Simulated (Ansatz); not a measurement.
# LiZnF3 (model cell, started as cubic perovskite with Zn in the octahedra): following an unstable mode, part 2 of 2

Wanted: the energy along a soft mode of LiZnF3 (model cell, started as cubic perovskite with Zn in the octahedra) and the structure at the end.

Ansatz 0.2.0; DFT PBEsol, scalar-relativistic, plane waves, PAW; PAW set soft_1.

So far. Step 5 (Energy along the mode, all amplitudes (two of the runs …): The lowest of the steps tried is the last one, at 0.6 Å, 52.3 meV/atom below the parent; the bottom of the well need not coincide with a step. Step 7 (The new phase in its own primitive cell): The largest force component left is 0.25 meV/Å and the pressure is -0.002 GPa, within the tolerances set. The cell now holds 12.81 Å³/atom. The relaxed cell has a, b, c = 3.874, 5.574, 5.932 Å (conventional setting).

The structure was built from a prototype and need not be the compound's stable phase.

### Step 8. Modes of the new phase, k-mesh 6×6×6

A relaxed structure may still be a saddle point, so its zone-centre modes are computed. The response to a homogeneous field gives the Born charges and the dielectric tensor.

Contents of input.yaml:

```yaml
crystal:
  lattice:
    - [3.8736410714, 0.0, 0.0]
    - [0.0, 2.7869355005, 2.9658017084]
    - [0.0, -2.7869355005, 2.9658017084]
  atoms:
    - { symbol: Li, position: [0.0, 0.8425913827, 0.8425913827] }
    - { symbol: Zn, position: [0.5, 0.4905410892, 0.4905410892] }
    - { symbol: F, position: [0.5, 0.5631584757, 0.0092168633] }
    - { symbol: F, position: [0.5, 0.0092168633, 0.5631584757] }
    - { symbol: F, position: [0.0, 0.53349774, 0.53349774] }
kpoints:
  mp_grid: { grid: [6, 6, 6] }
hamiltonian:
  xc: pbesol
  pseudopotentials: { kind: paw, azcp: { folder: soft_1 }, xc_functional: pbe }
scf:
  occupations: { method: fixed }
output:
  eigenvalues: true
phonons:
  method: dfpt
  dielectric: true
  rigid_motions: translations
```

On the command line:

```
$ ansatz run input.yaml --threads 4 --pin off --max-ram 16384MiB --backend cpu --events-out ev --progress --plain --runs-dir out
```

Elapsed: 57 s, on 4 threads of Intel Xeon Platinum 8375C at 2.90GHz (Ice Lake), shared host; peak memory 0.98 GiB.

This step gave:

| Item | Value |
| --- | --- |
| sum-rule residual before enforcement | 1.71e-4 eV/Å² |
| miss of the charge sum rule | 1.46e-5 e |
| point group | mm2 |
| highest optical mode at the zone centre (no LO-TO term) | 520.1 cm⁻¹ |
| lowest optical zone-centre mode | -212.2 cm⁻¹ |
| mean high-frequency dielectric constant | 2.199 |
| largest Born charge (third of the trace) | 2.230 e |
| top of the zone-centre spectrum with the field | 597.2 cm⁻¹ |

Without the LO-TO term. Patterns of degenerate modes are one choice out of their space. The modes at Γ (shares of kinetic energy by element, %) (negative means imaginary):

| mode | frequency (cm⁻¹) | symmetry | Li % | Zn % | F % |
| --- | --- | --- | --- | --- | --- |
| 1 | -212.2 | B1 | 79 | 1 | 21 |
| 2 | -85.7 | B2 | 73 | 1 | 26 |
| 3 | 0.0 | acoustic | 5 | 51 | 44 |
| 4 | 0.0 | acoustic | 5 | 51 | 44 |
| 5 | 0.0 | acoustic | 5 | 51 | 44 |
| 6 | 47.6 | A2 | 0 | 0 | 100 |
| 7 | 56.4 | B2 | 6 | 1 | 94 |
| 8 | 179.9 | A1 | 0 | 32 | 68 |
| 9 | 183.4 | B2 | 16 | 36 | 47 |
| 10 | 193.3 | A1 | 12 | 13 | 76 |
| 11 | 212.7 | B1 | 16 | 35 | 49 |
| 12 | 402.4 | B2 | 0 | 11 | 89 |
| 13 | 444.2 | A1 | 28 | 2 | 69 |
| 14 | 468.7 | A1 | 54 | 2 | 43 |
| 15 | 520.1 | B1 | 0 | 14 | 86 |

Displacements in mode 1 (-212.2 cm⁻¹), the largest set to 1:
```
Li1  1.00  0.00  0.00
Zn2  0.03  0.00  0.00
F3  -0.22  0.00  0.00
F4  -0.22  0.00  0.00
F5  -0.02  0.00  0.00
```

Displacements in mode 7 (56.4 cm⁻¹), the largest set to 1:
```
Li1  0.00  0.59  0.00
Zn2  0.00 -0.06  0.00
F3   0.00 -0.50 -0.58
F4   0.00 -0.50  0.58
F5   0.00  1.00  0.00
```

Optical modes at the zone centre, without and with the macroscopic field of the longitudinal modes; each column is sorted by frequency, so a row need not hold one and the same mode. Modes with and without the field, by row:

```
rank among optical modes  no field (cm⁻¹)  q along (1, 0, 0) (cm⁻¹)  q along (0, 1, 0) (cm⁻¹)  q along (0, 0, 1) (cm⁻¹)
                       1           -212.2                     -85.7                    -212.2                    -212.2
                       2            -85.7                      47.6                      47.6                     -85.7
                       3             47.6                      56.4                      54.4                      47.6
                       4             56.4                     164.7                     167.9                      56.4
                       5            179.9                     179.9                     179.9                     183.4
                       6            183.4                     183.4                     193.3                     192.9
                       7            193.3                     193.3                     212.7                     212.7
                       8            212.7                     257.1                     252.1                     244.2
                       9            402.4                     402.4                     444.2                     402.4
                      10            444.2                     444.2                     468.7                     465.6
                      11            468.7                     468.7                     508.1                     520.1
                      12            520.1                     597.2                     520.1                     572.6
```

Born charge (rows field, columns displacement) (e), principal values of the symmetric part by kind of site:

```
atom  atoms with these values    low  middle   high   mean
 Li1                        1   1.02    1.07   1.21   1.10
 Zn2                        1   2.21    2.21   2.27   2.23
  F3                        2  -1.69   -0.88  -0.79  -1.12
  F5                        1  -1.67   -0.85  -0.76  -1.09
```

In full for Zn2:

```
2.21 0.00 0.00
0.00 2.21 0.00
0.00 0.00 2.27
```

High-frequency dielectric tensor:

```
2.21 0.00 0.00
0.00 2.20 0.00
0.00 0.00 2.19
```

Transverse modes; imaginary modes are left out. Lines of the infrared spectrum (strongest = 100):

```
position (cm⁻¹)  label  relative intensity
             48     A2                 0.0
             56     B2                 1.7
            180     A1                  49
            183     B2                 7.4
            193     A1                 1.3
            213     B1                 6.2
            402     B2                  62
            444     A1                 100
            469     A1                  13
            520     B1                  64
```

Before it was imposed, the acoustic sum rule was missed by 1.7e-4 eV/Å² and the charge sum rule by 1.5e-5 e. Small misses are needed for a sound result but don't prove that mesh and cutoff are converged. The lowest optical mode is imaginary, 212.2i cm⁻¹, so the energy falls along it.

### Step 9. What came out

```yaml
unstable_mode_of_the_parent: q = (0, 0, 0), 231i cm⁻¹
depth_at_the_lowest_point_sampled: 52.3 meV/atom
largest_atomic_shift_at_that_point: 0.6 Å
space_group_reached_within_0p01_a: Amm2
energy_gained_over_the_parent_first_relaxation_on_the_mesh_of_the_frozen_mode: 86.5 meV/atom
volume_per_atom_phase_reached: 12.8 Å³
gap_on_the_k_mesh_phase_reached: 3.61 eV
lowest_optical_zone_centre_mode_phase_reached: -212 cm⁻¹
highest_optical_mode_at_the_zone_centre_no_lo_to_term_phase_reached: 520 cm⁻¹
```

Along this mode the structure falls into Amm2, 86.5 meV/atom below the parent. At the parent's cell the well is 52.25 meV/atom deep on the steps tried, with its lowest point at a shift of 0.6 Å. That is the last step tried, so the steps alone don't bracket the bottom of the well. Relaxing atoms and cell changes the gain by +34.23 meV/atom against the lowest step (energies at zero smearing). The new phase still has an imaginary mode at the zone centre of its cell, so it is a saddle point on the way to a lower structure. Of the 6 patterns followed to their end from this parent, this one ends 105 meV/atom above the lowest, Imma. Each path keeps the symmetry of its pattern, so a lower phase may lie along a pattern not tried. The PAW files were made for PBE and serve the other functionals too. The starting cell was built on a prototype and not taken from a measurement, so the phase need not exist.

[Logs are printed without paths, hosts, clocks, repeated set-up lines and the standing remarks that a program may print on its own settings, such as how far it seeks lower states.]

[Hosts, paths, dates, database ids (printed as entryN), source tags and the programs' standing remarks are cut or masked in the printed files.]
